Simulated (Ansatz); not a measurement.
# Localised basis functions on amorphous Si (76 atoms)

Wanted: errors and times of a linear-scaling basis for amorphous Si (76 atoms). A setting counts as converged where the r.m.s. difference of forces stays under 1 % of the r.m.s. force.

Calculated with Ansatz 0.2.0; Kohn-Sham DFT, PBE, PAW (set soft_2), plane waves.

**Experiments to compare with.** Si-Si coordination number quoted from the high-resolution X-ray diffraction study of Laaziri et al (as quoted in “Relationship between diffraction peak, network topology, and amorphous-forming ability in silicon and silica”, 2021, PMC8590056): number of Si about Si 3.9.

### Step 1. Set-up

The cell holds 76 atoms: 76 Si. Its edges and angles: a = 11.521 Å, b = 11.521 Å, c = 11.521 Å, α = 90.0°, β = 90.0°, γ = 90.0°. 76 atoms (76 Si) placed at random at 2.32 g/cm³, melted at 3500 K for 10 ps at fixed volume with the Tersoff potential (Tersoff, Phys. Rev. B 39, 5566 (1989)). Quenched from 3100 K to 500 K at 10 K/ps and fixed volume, annealed at 900 K for 50 ps, held 5 ps.

Before any run, some limits are plain. The quench rate of 10 K/ps is orders of magnitude faster than experiment, which tends to freeze in extra defects. The starting topology of bonds comes from the classical model, and needn't be the one that DFT or experiment would give. Only the Γ point is sampled, in a cell whose shortest periodic width is 12 Å.

### Step 2. Plane-wave single point

The first run uses the default basis; a harder plane-wave run follows as the reference for the support functions.

Input file input.yaml:

```yaml
crystal:
  lattice:
    - [11.5206, 0.0, 0.0]
    - [0.0, 11.5206, 0.0]
    - [0.0, 0.0, 11.5206]
  atoms:
    - { symbol: Si, position: [0.95, 0.28552, 0.07037] }
    - { symbol: Si, position: [0.64106, 0.37171, 0.10822] }
    - { symbol: Si, position: [0.06368, 0.07066, 0.20779] }
    - { symbol: Si, position: [0.29236, 0.29258, 0.07379] }
    - { symbol: Si, position: [0.89287, 0.31356, 0.57323] }
    - { symbol: Si, position: [0.69684, 0.04495, 0.04457] }
    - { symbol: Si, position: [0.69534, 0.29656, 0.58705] }
    - { symbol: Si, position: [0.4938, 0.7925, 0.74485] }
    - { symbol: Si, position: [0.20573, 0.5953, 0.2961] }
    - { symbol: Si, position: [0.22056, 0.80848, 0.58627] }
    - { symbol: Si, position: [0.87022, 0.62539, 0.46932] }
    - { symbol: Si, position: [0.81901, 0.62821, 0.80846] }
    - { symbol: Si, position: [0.2523, 0.20827, 0.88077] }
    - { symbol: Si, position: [0.12072, 0.4444, 0.73406] }
    - { symbol: Si, position: [0.99357, 0.05757, 0.71783] }
    - { symbol: Si, position: [0.2888, 0.30945, 0.69567] }
    - { symbol: Si, position: [0.29405, 0.9171, 0.03733] }
    - { symbol: Si, position: [0.03432, 0.16731, 0.90136] }
    - { symbol: Si, position: [0.7671, 0.54377, 0.11797] }
    - { symbol: Si, position: [0.96724, 0.50327, 0.03988] }
    - { symbol: Si, position: [0.27633, 0.86382, 0.39973] }
    - { symbol: Si, position: [0.53303, 0.97594, 0.15672] }
    - { symbol: Si, position: [0.31265, 0.35567, 0.46859] }
    - { symbol: Si, position: [0.66371, 0.22923, 0.77096] }
    - { symbol: Si, position: [0.95813, 0.77817, 0.76921] }
    - { symbol: Si, position: [0.21972, 0.57791, 0.86097] }
    - { symbol: Si, position: [0.6526, 0.3857, 0.9099] }
    - { symbol: Si, position: [0.33483, 0.65216, 0.70124] }
    - { symbol: Si, position: [0.4369, 0.71169, 0.38334] }
    - { symbol: Si, position: [0.55015, 0.7061, 0.92803] }
    - { symbol: Si, position: [0.3985, 0.1341, 0.17345] }
    - { symbol: Si, position: [0.452, 0.24083, 0.34839] }
    - { symbol: Si, position: [0.3392, 0.48631, 0.00599] }
    - { symbol: Si, position: [0.05768, 0.67875, 0.94308] }
    - { symbol: Si, position: [0.32414, 0.08017, 0.43076] }
    - { symbol: Si, position: [0.99064, 0.99008, 0.0301] }
    - { symbol: Si, position: [0.76493, 0.21411, 0.13464] }
    - { symbol: Si, position: [0.11769, 0.29032, 0.40339] }
    - { symbol: Si, position: [0.11996, 0.2684, 0.19324] }
    - { symbol: Si, position: [0.56597, 0.5641, 0.39478] }
    - { symbol: Si, position: [0.48467, 0.98864, 0.75568] }
    - { symbol: Si, position: [0.74266, 0.61316, 0.61405] }
    - { symbol: Si, position: [0.55781, 0.85215, 0.46454] }
    - { symbol: Si, position: [0.79897, 0.81713, 0.25631] }
    - { symbol: Si, position: [0.05053, 0.47341, 0.23422] }
    - { symbol: Si, position: [0.31806, 0.01671, 0.85336] }
    - { symbol: Si, position: [0.50328, 0.50569, 0.88641] }
    - { symbol: Si, position: [0.66175, 0.04506, 0.83544] }
    - { symbol: Si, position: [0.1144, 0.81831, 0.07115] }
    - { symbol: Si, position: [0.65, 0.9441, 0.30871] }
    - { symbol: Si, position: [0.81737, 0.88369, 0.06603] }
    - { symbol: Si, position: [0.76281, 0.11168, 0.31459] }
    - { symbol: Si, position: [0.7476, 0.70765, 0.9852] }
    - { symbol: Si, position: [0.50111, 0.43089, 0.25229] }
    - { symbol: Si, position: [0.44929, 0.78704, 0.08282] }
    - { symbol: Si, position: [0.0185, 0.73878, 0.58223] }
    - { symbol: Si, position: [0.43618, 0.47117, 0.69094] }
    - { symbol: Si, position: [0.96359, 0.82128, 0.38213] }
    - { symbol: Si, position: [0.25277, 0.99783, 0.22608] }
    - { symbol: Si, position: [0.12654, 0.77968, 0.27882] }
    - { symbol: Si, position: [0.82312, 0.93815, 0.74329] }
    - { symbol: Si, position: [0.50458, 0.0323, 0.54696] }
    - { symbol: Si, position: [0.60671, 0.47635, 0.57084] }
    - { symbol: Si, position: [0.954, 0.02662, 0.36787] }
    - { symbol: Si, position: [0.96378, 0.31555, 0.76733] }
    - { symbol: Si, position: [0.62366, 0.17242, 0.45229] }
    - { symbol: Si, position: [0.98445, 0.44397, 0.4331] }
    - { symbol: Si, position: [0.18186, 0.97773, 0.71227] }
    - { symbol: Si, position: [0.10475, 0.54941, 0.56191] }
    - { symbol: Si, position: [0.39065, 0.60798, 0.19274] }
    - { symbol: Si, position: [0.84861, 0.43674, 0.87527] }
    - { symbol: Si, position: [0.30709, 0.57257, 0.48685] }
    - { symbol: Si, position: [0.01095, 0.14443, 0.52163] }
    - { symbol: Si, position: [0.21074, 0.13566, 0.58545] }
    - { symbol: Si, position: [0.6781, 0.80825, 0.62816] }
    - { symbol: Si, position: [0.74478, 0.62715, 0.3055] }
kpoints:
  mp_grid: { grid: [1, 1, 1] }
hamiltonian:
  xc: pbe
scf:
  occupations: { method: gaussian, width: 0.025 }
output:
  forces: true
  stress: true
  populations: intrinsic
  dos:
    method: { smearing: { sigma: 0.1 } }
    de: 0.1
    projected: { site_lists: { Si: [Si] } }
  eigenvalues: true
  write_density: true
  write_potential: true
  volumetric_format: npy
  elf: true
```

Started as:

```sh
$ ansatz run input.yaml --threads 4 --pin off --max-ram 8192MiB --backend cpu --events-out ev --progress --plain --runs-dir out
```

Numbers of over 12 decimals in the logs are rounded to 6 here.

The program printed:

```text
Engine: ansatz 0.2.0, x86_64-unknown-linux-gnu
Pseudopotentials: kind: paw
Pseudopotential: Si, paw, valence charge 4, recommended cutoff 420 eV (normal), Si.paw.azcp
[... 5 lines on functional and potentials left out ...]
Crystal: 76 atoms, lattice volume = 1529.063 Å³
Basis set: ecut = 420 eV, 29855 PW (Γ), exchange–correlation on 160×160×160 points (8 copies of the dense FFT grid, shifted against one another)
Bands: 228, of which v1, the nominal top of the filled ones, is band 152 counted from 1 (151 counted from 0)
Symmetry: 1 space group operations
Space group: P1 (ITA 1), of the structure as read, at distance tolerance 1.2e-4 Å
k-points: 1
[... 3 lines on functional and potentials left out ...]
Initial density: superposition of atomic densities (neutral atoms: chi_scale 0, normalization atom), corrected by the library's trained network
Initial wavefunctions: pseudopotential atomic-orbital guess
Functional: x = pbe(κ = 0.804, μ = 0.219515), c = pbe(β = 0.066725)
SCF iter   1: F=—  HF=-48295.515073 eV  |F-HF|=—  |Δ(HF+E_count)|=         —  Δρ=4.29e-3  dr2=8.49e-1  ethr=1.77e-3  ⟨swp⟩=6.0  Hψ=1064  notcnv=0  defer=32
preconditioner: auto → Resta (q_TF=auto, 2.084 Å⁻¹)  ε∞=6.0  [insulator: Δε(μ)=0.128 eV  Ē_g=7.441 eV  σ=0.025 eV  W_gap=1.00  n_scr=250 (ndim 8)  ℏωp=16.6 eV  f_vac=0.001  D(μ)=0.12/eV (n_scr^D=0)  ε∞_Penn≈6.0]
SCF iter   2: F=—  HF=-48295.408170 eV  |F-HF|=—  |Δ(HF+E_count)|=   1.07e-1  Δρ=2.26e-3  dr2=1.51e-1  ethr=2.79e-4  ⟨swp⟩=2.0  Hψ=264  notcnv=0  defer=57
SCF iter   3: F=—  HF=-48295.388711 eV  |F-HF|=—  |Δ(HF+E_count)|=   1.95e-2  Δρ=5.24e-4  dr2=6.70e-3  ethr=4.96e-5  ⟨swp⟩=3.0  Hψ=318  notcnv=0  defer=65
SCF iter   4: F=—  HF=-48295.390014 eV  |F-HF|=—  |Δ(HF+E_count)|=   1.30e-3  Δρ=1.64e-4  dr2=9.50e-4  ethr=2.20e-6  ⟨swp⟩=3.0  Hψ=315  notcnv=0  defer=65
SCF iter   5: F=—  HF=-48295.390550 eV  |F-HF|=—  |Δ(HF+E_count)|=   5.36e-4  Δρ=5.36e-5  dr2=1.89e-4  ethr=3.12e-7  ⟨swp⟩=2.0  Hψ=245  notcnv=0  defer=65
SCF iter   6: F=—  HF=-48295.390626 eV  |F-HF|=—  |Δ(HF+E_count)|=   7.59e-5  Δρ=2.02e-5  dr2=2.60e-5  ethr=6.22e-8  ⟨swp⟩=2.0  Hψ=245  notcnv=0  defer=65
SCF iter   7: F=—  HF=-48295.390696 eV  |F-HF|=—  |Δ(HF+E_count)|=   7.05e-5  Δρ=7.44e-6  dr2=2.88e-6  ethr=8.55e-9  ⟨swp⟩=2.0  Hψ=375  notcnv=0  defer=65
SCF iter   8: F=—  HF=-48295.390699 eV  |F-HF|=—  |Δ(HF+E_count)|=   2.64e-6  Δρ=2.52e-6  dr2=3.06e-7  ethr=9.49e-10  ⟨swp⟩=2.0  Hψ=310  notcnv=0  defer=65
SCF iter   9: F=-48295.390699 eV  HF=-48295.390699 eV  |F-HF|=4.25e-9  |Δ(HF+E_count)|=   3.13e-7  Δρ=8.53e-7  dr2=4.20e-8  ethr=3.29e-11  ⟨swp⟩=22.0  Hψ=2146  notcnv=0
SCF 1 converged in 9 iterations: F = -48295.390699 eV  dr2 = 4.20e-8
  greatest PAW one-centre occupation: 0.680 electrons in one spin orbital (limit 2), on the Si atom at site 37 (counted from 0), in its partial waves of l = 0
SCF converged after 9 iterations
Free energy (F): -48295.390699 eV
Harris-Foulkes:  -48295.390699 eV  (|F-HF|=4.25e-9)
Internal energy: -48295.390035 eV  (E = F + TS)
E sigma→0 (E₀):  -48295.390367 eV
Entropy (-TS):   -0.000665 eV (-0.009 meV/atom)
Fermi energy:    6.415985 eV
--- Per-component energies (eV) ---
  E_band       = 367.473103
  E_kinetic    = 3028.666966
  E_local      = -2324.554966  (includes V_loc(G=0)·N_el)
  E_nonlocal   = 1961.499480
  E_hartree    = 705.207401
  E_xc         = -4181.344893
  E_vxc        = -3534.563167  (∫ρ·V_xc dr)
  E_paw        = -38956.006610  (= ΣΔE_a)
  E_vpaw       = -173.990081  (= ΣTr[D̂ρ^β])
  E_aug_tail   = 0.000487  (compensation charges beyond the density's cutoff)
  E_ewald      = -8528.857901
  E_smearing   = -0.000665  (= −TS)
  E_closure    = -0.000000  (closes the sum)
  Σ components = -48295.390699   (vs F -48295.390699, Δ=0.00e0)
--- Forces (eV/Å), atoms counted from 1 ---
  atom   1  Si     0.45103741     0.00297795    -0.56210563
  atom   2  Si     0.29690741     0.70867342     0.65954000
  atom   3  Si    -0.01343608    -0.18784134    -0.73268006
  atom   4  Si    -0.03513310    -0.82002614    -0.68588300
  atom   5  Si     1.24604564    -0.53229484    -0.18485639
  atom   6  Si    -1.05807719    -0.49847916    -0.63671260
  atom   7  Si    -0.29626997     0.21971467     0.10392428
  atom   8  Si     0.96102564    -1.42275678     0.21158528
  atom   9  Si     0.78368621    -0.60027798     0.13096505
  atom  10  Si    -0.18622418     0.14787523     1.14781708
  atom  11  Si     1.06455135    -0.67927889    -1.18517109
  atom  12  Si     0.56315387    -0.26571152    -0.66452490
  atom  13  Si    -0.59630427     0.10676582     0.67126290
  atom  14  Si     1.08173515    -0.21263167     0.16186706
[...]
atom  75  Si    -0.44099552     0.01822461     0.03869327
  atom  76  Si    -0.27642392     0.08607033    -0.49302182
  max |Σ_I F_I| component: 2.53e-5 eV/Å
--- Stress (GPa, compression-positive) ---
        0.081829      -0.740814       0.643235
       -0.740814      -0.850512       1.124098
        0.643235       1.124098       0.134820
  P = ⅓ Tr σ = -0.2113 GPa (-2.113 kbar)
--- Band table (eV) ---
  k-point 0: bands = ["-6.0082", "-5.2281", "-5.1765", "-5.1617", [... 212 levels ...], "9.8777", "9.9128", "9.9549", "9.9959", "10.0611", "10.1364", "10.1613", "10.2171", "10.2373", "10.2451", "10.2911", "10.3440"]
--- intrinsic populations: 76 sites ---
  site symbol       q [e]
     0     Si      3.9891
     1     Si      4.0052
     2     Si      3.9671
[...]
75     Si      4.0430
  spilling = -0.000000 (of n_electrons = 304.000000)
```

It took 12 s on 4 threads of Intel Xeon Platinum 8259CL at 2.50GHz (Skylake/Cascade Lake), shared host; peak memory 1.4 GiB.

Read from the output:

| Item | Value |
| --- | --- |
| free energy | -48295.3907 eV |
| free energy per atom | -635.4657 eV/atom |
| SCF cycles | 9 |
| pressure | -0.2113 GPa |
| r.m.s. force component | 0.6032 eV/Å |
| longest force | 2.277 eV/Å |
| Fermi energy | 6.416 eV |
| spacing of highest filled and lowest empty level | 0.0968 eV |

The r.m.s. force component of 0.60 eV/Å sets the scale for the differences below.

### Step 3. Plane waves at 750 eV (750 eV)

A harder cutoff gives the support functions a reference with less basis error.

input.yaml, the sections that differ from step 2:

```yaml
output:
  forces: true
  eigenvalues: true
basis:
  ecutwfc: "750 eV"
# crystal, kpoints, hamiltonian, scf: as in step 2
```

The program printed:

```text
[...]
Crystal: 76 atoms, lattice volume = 1529.063 Å³
Basis set: ecut = 750 eV, 71327 PW (Γ), exchange–correlation on 216×216×216 points (8 copies of the dense FFT grid, shifted against one another)
Bands: 228, of which v1, the nominal top of the filled ones, is band 152 counted from 1 (151 counted from 0)
Symmetry: 1 space group operations
[...]
k-points: 1
[...]
SCF iter   1: F=—  HF=-48295.532618 eV  |F-HF|=—  |Δ(HF+E_count)|=         —  Δρ=4.29e-3  dr2=8.50e-1  ethr=1.77e-3  ⟨swp⟩=6.0  Hψ=1065  notcnv=0  defer=34
[...]
SCF iter   3: F=—  HF=-48295.406373 eV  |F-HF|=—  |Δ(HF+E_count)|=   1.96e-2  Δρ=5.24e-4  dr2=6.70e-3  ethr=4.95e-5  ⟨swp⟩=4.0  Hψ=325  notcnv=0  defer=13
automatic band count: iteration 3 solves 176 bands in place of 228: the levels show a gap, and the empty bands left out lie too high to hold charge; the band table lists the bands solved (type scf.n_extra_bands for more)
SCF iter   4: F=—  HF=-48295.407749 eV  |F-HF|=—  |Δ(HF+E_count)|=   1.38e-3  Δρ=1.63e-4  dr2=9.15e-4  ethr=2.20e-6  ⟨swp⟩=3.0  Hψ=315  notcnv=0  defer=13
[...]
SCF iter   9: F=-48295.409234 eV  HF=-48295.409234 eV  |F-HF|=7.06e-9  |Δ(HF+E_count)|=   2.73e-7  Δρ=8.24e-7  dr2=4.16e-8  ethr=3.29e-11  ⟨swp⟩=13.0  Hψ=815  notcnv=0
SCF 1 converged in 9 iterations: F = -48295.409234 eV  dr2 = 4.16e-8
[...]
SCF converged after 9 iterations
Free energy (F): -48295.409234 eV
[...]
Internal energy: -48295.408569 eV  (E = F + TS)
E sigma→0 (E₀):  -48295.408902 eV
Entropy (-TS):   -0.000665 eV (-0.009 meV/atom)
Fermi energy:    6.415918 eV
[...]
Σ components = -48295.409234   (vs F -48295.409234, Δ=0.00e0)
--- Forces (eV/Å), atoms counted from 1 ---
  atom   1  Si     0.45105784     0.00289346    -0.56203894
  atom   2  Si     0.29695834     0.70868891     0.65944337
  atom   3  Si    -0.01333731    -0.18788067    -0.73264672
  atom   4  Si    -0.03526136    -0.82002744    -0.68590409
[...]
atom  76  Si    -0.27637083     0.08611481    -0.49298209
  max |Σ_I F_I| component: 2.35e-5 eV/Å
--- Band table (eV) ---
[...]
```

Elapsed: 19 s, on 4 threads; peak memory 2.9 GiB.

Forces differ from the reference by 0.086 meV/Å r.m.s., 0.014 % of their size, well within a tolerance of 1 %; the energy by -0.24 meV/atom. It took 19 s and 9 cycles; the reference's time can't be set against it, since the two runs asked for unlike analyses.

### Step 4. Support functions medium

With localised support functions most steps grow linearly with size, though the diagonalisation grows faster unless the density matrix is cut; this run measures error and cost at this size. Besides, the program derives a nominal cutoff of 420 eV for this run, against the reference's 750.

This step: Kohn-Sham DFT, PBE, PAW (set soft_2), localised support functions (medium) (Ansatz 0.2.0).

input.yaml, the sections that differ from step 3:

```yaml
scf:
  occupations: { method: gaussian, width: 0.025 }
  eigensolver: { kind: { support_functions: { accuracy: medium } } }
  max_iter: 150
# crystal, kpoints, hamiltonian, output: as in step 3
# basis: removed
```

The program printed:

```text
Warning: scf.eigensolver.kind.support_functions: disabling space-group detection — the functions' gradient is summed over unrotated k-points, so no spatial operation reduces the k-mesh or symmetrises the density; time reversal is kept, so that k and −k are solved as one point where they differ and the mesh holds both, and exact exchange and, on two spinor components, a DFT+U term hold to it where the run has them: [...]
settings of this run that can trade accuracy for cost: scf.eigensolver.kind.support_functions [...]
[...]
Crystal: 76 atoms, lattice volume = 1529.063 Å³
Basis set: ecut = 420 eV, 29855 PW (Γ), exchange–correlation on 160×160×160 points (8 copies of the dense FFT grid, shifted against one another)
Bands: 183, of which v1, the nominal top of the filled ones, is band 152 counted from 1 (151 counted from 0)
Symmetry: 1 space group operations
k-points: 1
[...]
SCF iter   1: F=—  HF=-48279.127686 eV  |F-HF|=—  |Δ(HF+E_count)|=         —  Δρ=3.47e-2  dr2=2.25e1  ethr=1.00e-1
[...]
SCF iter  10: F=—  HF=-48295.395782 eV  |F-HF|=—  |Δ(HF+E_count)|=   1.23e-3  Δρ=7.86e-6  dr2=2.40e-6  ethr=6.04e-9  κ⁻¹=1.6e-6(r=7)
SCF iter  11: F=-48295.396730 eV  HF=-48295.396729 eV  |F-HF|=2.53e-7  |Δ(HF+E_count)|=   9.48e-4  Δρ=3.55e-6  dr2=5.36e-7  ethr=7.89e-10
SCF 1 converged in 11 iterations: F = -48295.411137 eV  dr2 = 5.36e-7
[...]
SCF converged after 11 iterations
Stability not checked: this state was not tested for a lower state beside it, because the mixer in use, unlike msr1, does not test its closes by its own steps (another_mixer; see scf.mixing.algorithm and scf.lower_state_search)
Free energy (F): -48295.411137 eV
[...]
Internal energy: -48295.410501 eV  (E = F + TS)
E sigma→0 (E₀):  -48295.410819 eV
Entropy (-TS):   -0.000636 eV (-0.008 meV/atom)
Fermi energy:    6.416278 eV
[...]
Σ components = -48295.411137   (vs F -48295.411137, Δ=0.00e0)
--- Forces (eV/Å), atoms counted from 1 ---
  atom   1  Si     0.45128097     0.00287491    -0.56212455
  atom   2  Si     0.29709937     0.70872338     0.65946951
  atom   3  Si    -0.01317387    -0.18805741    -0.73245895
  atom   4  Si    -0.03522047    -0.81990687    -0.68577560
[...]
atom  76  Si    -0.27624588     0.08635663    -0.49267608
  max |Σ_I F_I| component: 1.84e-3 eV/Å
--- Band table (eV) ---
[...]
```

Run time: 46 s. Hardware: 4 threads; peak memory 2.1 GiB; 2.9 min of CPU time.

The program notes that the band table was not solved further than the SCF left it and it switched symmetry off.

Keys that differ from the reference: basis.ecutwfc removed, support_functions.accuracy = "medium" and scf.max_iter = 150.

Forces differ from the reference by 0.17 meV/Å r.m.s., 0.029 % of their size, well within a tolerance of 1 %. It took 2.4 times the reference's time (shared host, so rough). The two runs also began from different starting densities, which bears on cycles and time.

(Part 1 of 3 ends here.)

[Logs are printed without paths, hosts, clocks, repeated set-up lines and the standing remarks that a program may print on its own settings, such as how far it seeks lower states.]

[Hosts, paths, dates, database ids (printed as entryN), source tags and the programs' standing remarks are cut or masked in the printed files.]
